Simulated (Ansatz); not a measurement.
# A hypothetical structure for Zn2CdBi2

This structure for Zn2CdBi2 is made up. Its elements were placed in a known structure type with a cell scaled to their sizes. What cell does the guess relax to, and how far off was it?

Method: DFT, r2SCAN, plane-wave PAW, files of the set soft_1, scalar-relativistic, no spin, cell and ions relaxed at zero pressure; PAW set soft_1, in Ansatz 0.2.0.

### 1. The starting structure

The structure is trigonal, space group P-3m1 (No. 164). The conventional cell has a = 4.359 Å, b = 4.359 Å, c = 7.278 Å, α = 90.00°, β = 90.00°, γ = 120.00°. Bi has 4 Zn at 2.64 to 2.74 Å and 3 Cd at 3.13 Å nearest. Nearest to Cd lie 6 Bi at 3.13 Å. Zn has 4 Bi at 2.64 to 2.74 Å nearest. Farther neighbours are not listed.

Structure file:

```cif
data_structure
_symmetry_space_group_name_H-M 'P 1'
_symmetry_Int_Tables_number 1
_cell_length_a 4.3590
_cell_length_b 4.3590
_cell_length_c 7.2780
_cell_angle_alpha 90.000
_cell_angle_beta 90.000
_cell_angle_gamma 120.000
_cell_volume 119.76
loop_
_atom_site_label
_atom_site_type_symbol
_atom_site_fract_x
_atom_site_fract_y
_atom_site_fract_z
_atom_site_occupancy
Bi1 Bi 0.66667 0.33333 0.74390 1
Bi2 Bi 0.33333 0.66667 0.25610 1
Cd3 Cd 0.00000 0.00000 0.00000 1
Zn4 Zn 0.66667 0.33333 0.36700 1
Zn5 Zn 0.33333 0.66667 0.63300 1
```

### 2. Relaxing cell and atoms

The guess takes its coordinates from another compound and its volume from a rule, so the cell and any free coordinates are relaxed together.

Contents of input.yaml:

```yaml
crystal:
  lattice:
    - [4.359, 0.0, 0.0]
    - [-2.1795, 3.775004735, 0.0]
    - [0.0, 0.0, 7.278]
  atoms:
    - { symbol: Bi, position: [0.666666667, 0.333333333, 0.7439] }
    - { symbol: Bi, position: [0.333333333, 0.666666667, 0.2561] }
    - { symbol: Cd, position: [0.0, 0.0, 0.0] }
    - { symbol: Zn, position: [0.666666667, 0.333333333, 0.367] }
    - { symbol: Zn, position: [0.333333333, 0.666666667, 0.633] }
kpoints:
  mp_grid: { grid: [7, 7, 4] }
scf:
  occupations: { method: fermi_dirac, width: 0.05 }
hamiltonian:
  xc: r2scan
  pseudopotentials: { kind: paw, azcp: { folder: soft_1 } }
relax:
  f_tol: 0.015
  max_steps: 70
  cell: {}
output:
  forces: true
  stress: true
```

Started as:

```console
ansatz run input.yaml --threads 4 --pin off --max-ram 8192MiB --backend cpu --events-out ev --progress --plain --runs-dir out
```

Numbers of over 12 decimals in the logs are rounded to 6 here.

The program printed:

```text
Engine: ansatz 0.2.0, aarch64-unknown-linux-gnu
Pseudopotentials: kind: paw
Pseudopotential: Bi, paw, valence charge 15, recommended cutoff 500 eV (meta_gga), soft_1/Bi.paw.azcp
Pseudopotential: Cd, paw, valence charge 20, recommended cutoff 500 eV (meta_gga), soft_1/Cd.paw.azcp
Pseudopotential: Zn, paw, valence charge 12, recommended cutoff 500 eV (meta_gga), soft_1/Zn.paw.azcp
Functional definition: r2SCAN
  parameter k0 = 0.174
  parameter k1 = 0.065
  parameter a1 = 4.9479
  exchange = r2scan_x(k0 = k0, k1 = k1, a1 = a1)
  correlation = r2scan_c
Crystal: 5 atoms, lattice volume = 119.761 Å³
Basis set: ecut = 500 eV, 3021 PW (Γ), exchange–correlation on 128×128×216 points (64 copies of the dense FFT grid, shifted against one another)
Bands: 45, of which v1, the nominal top of the filled ones, is band 37 counted from 1 (36 counted from 0)
Symmetry: 12 space group operations
Space group: P-3m1 (ITA 164), of the structure as read, at distance tolerance 4.9e-5 Å
k-points: 28 of 196
Non-local potential: Bi, projectors of the file, l = 0: 2, l = 1: 2, l = 2: 2, l = 3: 1
Non-local potential: Cd, projectors of the file, l = 0: 3, l = 1: 2, l = 2: 2, l = 3: 1
Non-local potential: Zn, projectors of the file, l = 0: 2, l = 1: 2, l = 2: 3, l = 3: 1
PAW form: soft (Blöchl's): semilocal exchange-correlation on the pseudo side does not see the compensation charge
PAW frozen core: Bi, regenerated for the run's functional (the file was generated under x = pbe(κ = 0.804, μ = 0.219515), c = pbe(β = 0.066725))
PAW frozen core: Cd, regenerated for the run's functional (the file was generated under x = pbe(κ = 0.804, μ = 0.219515), c = pbe(β = 0.066725))
PAW frozen core: Zn, regenerated for the run's functional (the file was generated under x = pbe(κ = 0.804, μ = 0.219515), c = pbe(β = 0.066725))
PAW one-centre angular grid: Bi, 590 points (default); XC on 160 Gauss nodes
PAW one-centre angular grid: Cd, 590 points (default); XC on 160 Gauss nodes
PAW one-centre angular grid: Zn, 590 points (default); XC on 160 Gauss nodes
Initial density: superposition of atomic densities (chi_scale 0.1, normalization cell, long waves kept (reshape's long-wave potential 0.00 eV rms))
Initial wavefunctions: pseudopotential atomic-orbital guess
Functional: x = r2scan, c = r2scan; τ floored in thin density (d = 2e-4 eV/Å³)
iter 1 solved again at ethr=6.34e-4 eV; its pass at ethr=3.10e-3 eV (dr2=4.69e-1 eV) is discarded
SCF iter   1: F=—  HF=-39745.108114 eV  |F-HF|=—  |Δ(HF+E_count)|=         —  Δρ=2.52e-2  dr2=4.76e-1  dr2_τ=2.32e-2  ethr=6.34e-4  ⟨swp⟩=1.9  Hψ=7208  notcnv=0
preconditioner: auto → LDOS  [insulator: Δε(μ)=0.117 eV  Ē_g=16.208 eV  σ=0.050 eV  W_gap=0.51  n_scr=34 (ndim 8)  ℏωp=27.6 eV  f_vac=0.015  D(μ)=0.78/eV (n_scr^D=2)  ε∞_Penn≈3.9  β→1.0]
SCF iter   2: F=—  HF=-39745.399448 eV  |F-HF|=—  |Δ(HF+E_count)|=   2.91e-1  Δρ=1.53e-2  dr2=2.82e-1  dr2_τ=3.67e-3  ethr=6.34e-4  ⟨swp⟩=3.2  Hψ=2738  notcnv=0
SCF iter   3: F=—  HF=-39745.329452 eV  |F-HF|=—  |Δ(HF+E_count)|=   7.00e-2  Δρ=1.04e-2  dr2=9.25e-2  dr2_τ=6.88e-4  ethr=3.81e-4  ⟨swp⟩=3.0  Hψ=2724  notcnv=0  defer=51
SCF iter   4: F=—  HF=-39745.303698 eV  |F-HF|=—  |Δ(HF+E_count)|=   2.58e-2  Δρ=2.53e-3  dr2=8.24e-3  dr2_τ=1.61e-4  ethr=1.25e-4  ⟨swp⟩=2.0  Hψ=2052  notcnv=0  defer=56
SCF iter   5: F=—  HF=-39745.301358 eV  |F-HF|=—  |Δ(HF+E_count)|=   2.34e-3  Δρ=6.94e-4  dr2=4.19e-4  dr2_τ=8.58e-6  ethr=1.11e-5  ⟨swp⟩=2.2  Hψ=2170  notcnv=0  defer=56
SCF iter   6: F=—  HF=-39745.301266 eV  |F-HF|=—  |Δ(HF+E_count)|=   9.14e-5  Δρ=1.29e-4  dr2=2.38e-5  dr2_τ=5.88e-7  ethr=5.67e-7  ⟨swp⟩=2.0  Hψ=2125  notcnv=0  defer=56
SCF iter   7: F=—  HF=-39745.301282 eV  |F-HF|=—  |Δ(HF+E_count)|=   1.58e-5  Δρ=3.79e-5  dr2=1.56e-6  dr2_τ=6.25e-8  ethr=3.21e-8  ⟨swp⟩=2.0  Hψ=2026  notcnv=0  defer=56
SCF iter   8: F=—  HF=-39745.301283 eV  |F-HF|=—  |Δ(HF+E_count)|=   7.35e-7  Δρ=1.02e-5  dr2=1.36e-7  dr2_τ=7.76e-9  ethr=2.10e-9  ⟨swp⟩=2.0  Hψ=2241  notcnv=0  defer=56
SCF iter   9: F=-39745.301283 eV  HF=-39745.301283 eV  |F-HF|=3.57e-9  |Δ(HF+E_count)|=   2.94e-8  Δρ=2.39e-6  dr2=5.15e-9  dr2_τ=1.92e-10  ethr=1.35e-10  ⟨swp⟩=4.0  Hψ=4037  notcnv=0
SCF 1 converged in 9 iterations: F = -39745.301283 eV  dr2 = 5.15e-9
  greatest PAW one-centre occupation: 1.002 electrons in one spin orbital (limit 2), on the Cd atom at site 2 (counted from 0), in its partial waves of l = 0
relax step   1: F+E_penalty+E_count = -39745.30128295 eV  Δ(F+E_penalty+E_count) = +0.000e0 eV  max|allowed force component| = 1.101e0 eV/Å  Δτ_max = 0.0000 Å  P = +7.252 GPa  Ω = 119.761 Å³  (9 SCF iters, dr2 threshold 1.00e-7 eV, accepted)
Crystal: 5 atoms, lattice volume = 136.516 Å³
Basis set: ecut = 500 eV, 3465 PW (Γ), exchange–correlation on 128×128×216 points (64 copies of the dense FFT grid, shifted against one another)
Initial density: handed on by an earlier stage of this run
Initial wavefunctions: those handed on with the density
iter 1 solved again at ethr=8.76e-5 eV; its pass at ethr=3.10e-3 eV (dr2=6.48e-2 eV) is discarded
SCF iter   1: F=—  HF=-39743.540052 eV  |F-HF|=—  |Δ(HF+E_count)|=         —  Δρ=7.46e-3  dr2=6.11e-2  dr2_τ=1.65e0  ethr=8.76e-5  ⟨swp⟩=2.8  Hψ=7578  notcnv=0
preconditioner: auto → LDOS  [metal: Δε(μ)=0.068 eV  Ē_g=15.668 eV  σ=0.050 eV  W_gap=0.32  n_scr=34 (ndim 8)  ℏωp=25.8 eV  f_vac=0.052  D(μ)=1.27/eV (n_scr^D=2)  β→1.0]
SCF iter   2: F=—  HF=-39745.706350 eV  |F-HF|=—  |Δ(HF+E_count)|=    2.17e0  Δρ=1.19e-2  dr2=1.97e-1  dr2_τ=1.63e-3  ethr=8.26e-5  ⟨swp⟩=3.9  Hψ=3439  notcnv=0  recentre
SCF iter   3: F=—  HF=-39745.642048 eV  |F-HF|=—  |Δ(HF+E_count)|=   6.43e-2  Δρ=3.67e-3  dr2=2.13e-2  dr2_τ=1.97e-4  ethr=8.26e-5  ⟨swp⟩=3.0  Hψ=2708  notcnv=0  defer=54
SCF iter   4: F=—  HF=-39745.644962 eV  |F-HF|=—  |Δ(HF+E_count)|=   2.91e-3  Δρ=2.66e-3  dr2=8.06e-3  dr2_τ=1.41e-4  ethr=2.87e-5  ⟨swp⟩=2.0  Hψ=2301  notcnv=0  defer=54
SCF iter   5: F=—  HF=-39745.643716 eV  |F-HF|=—  |Δ(HF+E_count)|=   1.25e-3  Δρ=6.90e-4  dr2=9.61e-4  dr2_τ=2.04e-5  ethr=1.09e-5  ⟨swp⟩=2.0  Hψ=1687  notcnv=0  defer=54
SCF iter   6: F=—  HF=-39745.643624 eV  |F-HF|=—  |Δ(HF+E_count)|=   9.23e-5  Δρ=4.37e-4  dr2=5.85e-4  dr2_τ=2.42e-6  ethr=1.30e-6  ⟨swp⟩=1.2  Hψ=1627  notcnv=0  defer=54
SCF iter   7: F=—  HF=-39745.643524 eV  |F-HF|=—  |Δ(HF+E_count)|=   9.98e-5  Δρ=2.10e-4  dr2=1.17e-4  dr2_τ=4.81e-7  ethr=7.91e-7  ⟨swp⟩=2.1  Hψ=1428  notcnv=0  defer=54
SCF iter   8: F=—  HF=-39745.643519 eV  |F-HF|=—  |Δ(HF+E_count)|=   5.00e-6  Δρ=6.91e-5  dr2=1.31e-5  dr2_τ=5.18e-8  ethr=1.59e-7  ⟨swp⟩=2.2  Hψ=2047  notcnv=0  defer=54
[...]
SCF iter   2: F=—  HF=-39745.746693 eV  |F-HF|=—  |Δ(HF+E_count)|=   2.61e-1  Δρ=3.62e-3  dr2=5.47e-2  dr2_τ=6.12e-4  ethr=3.52e-5  ⟨swp⟩=3.8  Hψ=2725  notcnv=0
SCF iter   3: F=—  HF=-39745.735640 eV  |F-HF|=—  |Δ(HF+E_count)|=   1.11e-2  Δρ=1.58e-3  dr2=5.58e-3  dr2_τ=4.23e-5  ethr=3.52e-5  ⟨swp⟩=2.3  Hψ=1894  notcnv=0  defer=2
SCF iter   4: F=—  HF=-39745.735726 eV  |F-HF|=—  |Δ(HF+E_count)|=   8.53e-5  Δρ=4.57e-4  dr2=4.58e-4  dr2_τ=6.82e-6  ethr=7.54e-6  ⟨swp⟩=2.0  Hψ=1689  notcnv=0  defer=2
SCF iter   5: F=—  HF=-39745.735824 eV  |F-HF|=—  |Δ(HF+E_count)|=   9.89e-5  Δρ=3.82e-4  dr2=1.48e-4  dr2_τ=2.72e-6  ethr=6.19e-7  ⟨swp⟩=2.0  Hψ=2179  notcnv=0  defer=2
SCF iter   6: F=—  HF=-39745.735771 eV  |F-HF|=—  |Δ(HF+E_count)|=   5.39e-5  Δρ=8.27e-5  dr2=1.71e-5  dr2_τ=2.16e-7  ethr=2.00e-7  ⟨swp⟩=2.0  Hψ=1798  notcnv=0  defer=2
SCF iter   7: F=—  HF=-39745.735768 eV  |F-HF|=—  |Δ(HF+E_count)|=   2.59e-6  Δρ=2.11e-5  dr2=6.32e-7  dr2_τ=1.71e-8  ethr=2.31e-8  ⟨swp⟩=2.0  Hψ=2082  notcnv=0  defer=2
SCF iter   8: F=-39745.735768 eV  HF=-39745.735768 eV  |F-HF|=5.75e-9  |Δ(HF+E_count)|=   1.27e-7  Δρ=6.34e-6  dr2=7.44e-8  dr2_τ=2.47e-9  ethr=6.76e-10  ⟨swp⟩=5.0  Hψ=4642  notcnv=0
SCF 3 converged in 8 iterations: F = -39745.735768 eV  dr2 = 7.44e-8
relax step   3: F+E_penalty+E_count = -39745.73576811 eV  Δ(F+E_penalty+E_count) = -9.225e-2 eV  max|allowed force component| = 3.113e-1 eV/Å  Δτ_max = 0.0683 Å  P = -0.831 GPa  Ω = 133.268 Å³  energy of the carried Pulay correction = -4.139e-3 eV  (8 SCF iters, dr2 threshold 5.00e-7 eV, accepted)
[...]
relax step   4: F+E_penalty+E_count = -39745.77503417 eV  Δ(F+E_penalty+E_count) = -3.927e-2 eV  max|allowed force component| = 1.993e-1 eV/Å  Δτ_max = 0.1918 Å  P = +1.007 GPa  Ω = 128.092 Å³  energy of the carried Pulay correction = -2.606e-3 eV  (8 SCF iters, dr2 threshold 5.00e-7 eV, accepted)
[...]
relax step   5: F+E_penalty+E_count = -39745.79147141 eV  Δ(F+E_penalty+E_count) = -1.644e-2 eV  max|allowed force component| = 7.286e-2 eV/Å  Δτ_max = 0.0470 Å  P = -0.134 GPa  Ω = 130.408 Å³  energy of the carried Pulay correction = -3.300e-3 eV  (7 SCF iters, dr2 threshold 5.00e-7 eV, accepted)
[...]
relax step   6: F+E_penalty+E_count = -39745.79362154 eV  Δ(F+E_penalty+E_count) = -2.150e-3 eV  max|allowed force component| = 2.810e-2 eV/Å  Δτ_max = 0.0109 Å  P = -0.049 GPa  Ω = 130.461 Å³  energy of the carried Pulay correction = -3.316e-3 eV  (6 SCF iters, dr2 threshold 5.00e-7 eV, accepted)
[...]
relax step   7: F+E_penalty+E_count = -39745.79393280 eV  Δ(F+E_penalty+E_count) = -3.113e-4 eV  max|allowed force component| = 3.049e-3 eV/Å  Δτ_max = 0.0056 Å  P = -0.021 GPa  Ω = 130.285 Å³  energy of the carried Pulay correction = -3.263e-3 eV  (7 SCF iters, dr2 threshold 4.93e-8 eV, accepted)
Basis set: ecut = 500 eV, 3269 PW (Γ), exchange–correlation on 144×144×240 points (64 copies of the dense FFT grid, shifted against one another)
Initial wavefunctions: pseudopotential atomic-orbital guess (no wavefunctions were taken with the density)
iter 1 solved again at ethr=1.88e-7 eV; its pass at ethr=3.10e-3 eV (dr2=1.39e-4 eV) is discarded
SCF iter   1: F=—  HF=-39745.797429 eV  |F-HF|=—  |Δ(HF+E_count)|=         —  Δρ=3.17e-4  dr2=1.40e-5  dr2_τ=3.83e-5  ethr=1.88e-7  ⟨swp⟩=3.1  Hψ=9132  notcnv=0
preconditioner: auto → LDOS  [metal: Δε(μ)=0.010 eV  Ē_g=15.825 eV  σ=0.050 eV  W_gap=0.05  n_scr=36 (ndim 8)  ℏωp=26.4 eV  f_vac=0.033  D(μ)=1.58/eV (n_scr^D=2)  β→1.0]
SCF iter   2: F=—  HF=-39745.798184 eV  |F-HF|=—  |Δ(HF+E_count)|=   7.56e-4  Δρ=1.56e-4  dr2=1.98e-5  dr2_τ=1.04e-7  ethr=1.90e-8  ⟨swp⟩=2.0  Hψ=2304  notcnv=0
SCF iter   3: F=—  HF=-39745.798172 eV  |F-HF|=—  |Δ(HF+E_count)|=   1.18e-5  Δρ=1.95e-4  dr2=2.58e-5  dr2_τ=1.21e-7  ethr=1.90e-8  ⟨swp⟩=2.0  Hψ=1906  notcnv=0
SCF iter   4: F=—  HF=-39745.798157 eV  |F-HF|=—  |Δ(HF+E_count)|=   1.53e-5  Δρ=3.24e-5  dr2=7.60e-7  dr2_τ=3.52e-9  ethr=1.90e-8  ⟨swp⟩=2.0  Hψ=1667  notcnv=0
SCF iter   5: F=—  HF=-39745.798119 eV  |F-HF|=—  |Δ(HF+E_count)|=   3.77e-5  Δρ=4.39e-6  dr2=2.09e-8  dr2_τ=3.58e-10  ethr=1.03e-9  ⟨swp⟩=2.0  Hψ=1702  notcnv=0
SCF iter   6: F=—  HF=-39745.798119 eV  |F-HF|=—  |Δ(HF+E_count)|=   3.59e-9  Δρ=6.01e-7  dr2=5.10e-10  dr2_τ=1.57e-11  ethr=2.82e-11  ⟨swp⟩=2.0  Hψ=1902  notcnv=0
SCF iter   7: F=-39745.798119 eV  HF=-39745.798119 eV  |F-HF|=2.18e-11  |Δ(HF+E_count)|=  2.18e-11  Δρ=1.53e-7  dr2=3.19e-11  dr2_τ=3.99e-12  ethr=1.00e-12  ⟨swp⟩=3.0  Hψ=5246  notcnv=0
SCF 8 converged in 7 iterations: F = -39745.798119 eV  dr2 = 3.19e-11
relax step   8: F+E_penalty+E_count = -39745.79811934 eV  Δ(F+E_penalty+E_count) = -4.187e-3 eV  max|allowed force component| = 3.012e-3 eV/Å  Δτ_max = 0.0000 Å  P = +0.001 GPa  Ω = 130.285 Å³  stress off target by 8.17e-3 GPa  SCF on the basis re-selected at this cell (its energy is not comparable with the rows above)  (7 SCF iters)
basis re-selected at this cell: Δ(F+E_penalty+E_count) = -4.187e-3 eV, ΔP = +0.022 GPa vs the last step (what re-selecting the basis moved, of the pressure what is left beyond the Pulay correction that the steps carried, after the strain that the cell walked since its last selection, with what the two solves' SCF thresholds leave and, on support functions, any second-order correction that the steps lacked; it is no measure of the basis error at this ecutwfc). The dense FFT grid was sized anew with the basis: this SCF ran on 36×36×60 points, the steps before it on 32×32×54, so part of this shift can come from that change (see relax.cell in the input reference). [rest of the remark cut]
SCF converged after 7 iterations
Free energy (F): -39745.798119 eV
Harris-Foulkes:  -39745.798119 eV  (|F-HF|=2.18e-11)
Internal energy: -39745.785196 eV  (E = F + TS)
E sigma→0 (E₀):  -39745.791658 eV
Entropy (-TS):   -0.012923 eV (-2.585 meV/atom)
Fermi energy:    9.952483 eV
--- Per-component energies (eV) ---
  E_band       = -667.723645
  E_kinetic    = 1241.486056
  E_local      = -10207.947071  (includes V_loc(G=0)·N_el)
  E_nonlocal   = 2586.042407
  E_hartree    = 4166.582448
  E_xc         = -565.714315
  E_vxc        = -597.656403  (∫ρ·V_xc dr)
  E_paw        = -29332.309491  (= ΣΔE_a)
  E_vpaw       = -2061.776416  (= ΣTr[D̂ρ^β])
  E_aug_tail   = 0.000433  (compensation charges beyond the density's cutoff)
  E_vtau       = 38.962670  (kinetic-family band-sum trace: ∫τ·v_τ [+ j·A + Jᵃ·Aᵃ] dr)
  E_ewald      = -7634.746388
  E_core_change = 0.820725  (= ΣΔE_core)
  E_smearing   = -0.012923  (= −TS)
  E_closure    = 0.000000  (closes the sum)
  Σ components = -39745.798119   (vs F -39745.798119, Δ=0.00e0)
--- Forces (eV/Å), atoms counted from 1 ---
  atom   1  Bi     0.00000000     0.00000000     0.00301212
  atom   2  Bi    -0.00000000    -0.00000000    -0.00301212
  atom   3  Cd    -0.00000000     0.00000000     0.00000000
  atom   4  Zn     0.00000000    -0.00000000    -0.00006339
  atom   5  Zn     0.00000000     0.00000000     0.00006339
  max |Σ_I F_I| component: 4.63e-18 eV/Å
--- Stress (GPa, compression-positive) ---
       -0.002441       0.000000       0.000000
        0.000000      -0.002441      -0.000000
        0.000000      -0.000000       0.008170
  P = ⅓ Tr σ = 0.0011 GPa (0.011 kbar)
--- Relaxed structure (7 steps of the walk, 7 accepted, 1 SCFs on fresh bases) ---
  F+E_penalty+E_count = -39745.79811934 eV   max|allowed force component| = 3.012e-3 eV/Å   (the final SCF, on the basis selected at the relaxed cell)
  cell:  # Å, volume = 130.2854 Å³
    - [4.415245, 0, 1.181452645583305e-17]
    - [-2.207623, 3.823714, -5.9072632279165446e-18]
    - [1.9726112307100363e-17, 0, 7.717122]
  atoms:
    - { symbol: Bi, position: [0.666667, 0.333333, 0.762627] }
    - { symbol: Bi, position: [0.333333, 0.666667, 0.237373] }
    - { symbol: Cd, position: [0, 0, 8.580660227420318e-19] }
    - { symbol: Zn, position: [0.666667, 0.333333, 0.400491] }
    - { symbol: Zn, position: [0.333333, 0.666667, 0.599509] }
```

Run time: 39 s. Hardware: 4 threads of Arm Neoverse V2, shared host; peak memory 0.96 GiB; 2.3 min of CPU time.

Step by step:

| step | energy less that of the first step (eV) | largest force component (eV/Å) | pressure (GPa) | volume (Å³) |
| --- | --- | --- | --- | --- |
| 1 | 0.0000 | 1.1007 | 7.25 | 119.76 |
| 2 | -0.3422 | 0.3443 | -1.77 | 136.52 |
| 3 | -0.4345 | 0.3113 | -0.83 | 133.27 |
| 4 | -0.4738 | 0.1993 | 1.01 | 128.09 |
| 5 | -0.4902 | 0.0729 | -0.13 | 130.41 |
| 6 | -0.4923 | 0.0281 | -0.05 | 130.46 |
| 7 | -0.4927 | 0.0030 | -0.02 | 130.29 |
| 8* | -0.4968 | 0.0030 | 0.00 | 130.29 |

Relaxation steps marked * repeat the geometry before them on a plane-wave basis chosen anew for their cell, so energy and pressure can jump there.

The run keeps the 12 symmetry operations that it works with, so distortions that break them were not tested.

| conventional cell, symmetrised | before | after | change |
| --- | --- | --- | --- |
| a (Å) | 4.359 | 4.415 | +1.3 % |
| b (Å) | 4.359 | 4.415 | +1.3 % |
| c (Å) | 7.278 | 7.717 | +6.0 % |
| volume (Å³/atom) | 23.95 | 26.06 | +8.8 % |

The atoms that moved most (Å, as changes of fractional coordinates times the final cell):

| atom | dx | dy | dz | length |
| --- | --- | --- | --- | --- |
| Zn4 | 0.000 | 0.000 | 0.258 | 0.258 |
| Zn5 | 0.000 | 0.000 | -0.258 | 0.258 |
| Bi1 | 0.000 | 0.000 | 0.145 | 0.145 |
| Bi2 | 0.000 | 0.000 | -0.145 | 0.145 |

The relaxed structure:

```
Bi Cd Zn
1.0
     4.41525    0.00000    0.00000
    -2.20762    3.82371    0.00000
     0.00000    0.00000    7.71712
Bi Cd Zn
2 1 2
Direct
  0.66667 0.33333 0.76263
  0.33333 0.66667 0.23737
  0.00000 0.00000 0.00000
  0.66667 0.33333 0.40049
  0.33333 0.66667 0.59951
```

This step gave:

```yaml
free_energy: -39745.7981 eV
energy_at_zero_smearing: -39745.7917 eV
smearing_term_ts: 0.01292 eV
fermi_energy: 9.952 eV
electrons: 74
symmetry_operations: 12
pressure: 0.001096 GPa
```

The shortest distance of each pair, which need not be the same contact before and after:

| pair | guess (Å) | relaxed (Å) |
| --- | --- | --- |
| Bi–Zn | 2.643 | 2.795 |
| Zn–Zn | 3.175 | 2.976 |
| Bi–Cd | 3.132 | 3.139 |
| Cd–Zn | 3.670 | 4.006 |
| Bi–Bi | 4.352 | 4.415 |

The relaxation ends with a largest force component of 0.0030 eV/Å and a pressure of 0.00 GPa.

### 3. Results

| Item | Value |
| --- | --- |
| space group, relaxed | P-3m1 |
| conventional cell | a = 4.415, b = 4.415, c = 7.717 Å; α = 90.0°, β = 90.0°, γ = 120.0° |
| volume per atom | 26.06 Å³ (guess 23.95) |

What this shows: Zn2CdBi2 relaxes to P-3m1 with a = 4.415, b = 4.415 and c = 7.717 Å. The guessed volume was 8 % too small. The space group P-3m1 was held in the relaxation, so the end point is a stationary structure within it and may be a saddle against distortions or other arrangements. Mesh and cutoff weren't tested. Spin-orbit coupling is left out, which can matter for elements this heavy. No dispersion term is used, so weakly bound directions may come out too long. Nothing here tests whether the compound is stable against decomposition.

[Logs are printed without paths, hosts, clocks, repeated set-up lines and the standing remarks that a program may print on its own settings, such as how far it seeks lower states.]

[Hosts, paths, dates, database ids (printed as entryN), source tags and the programs' standing remarks are cut or masked in the printed files.]
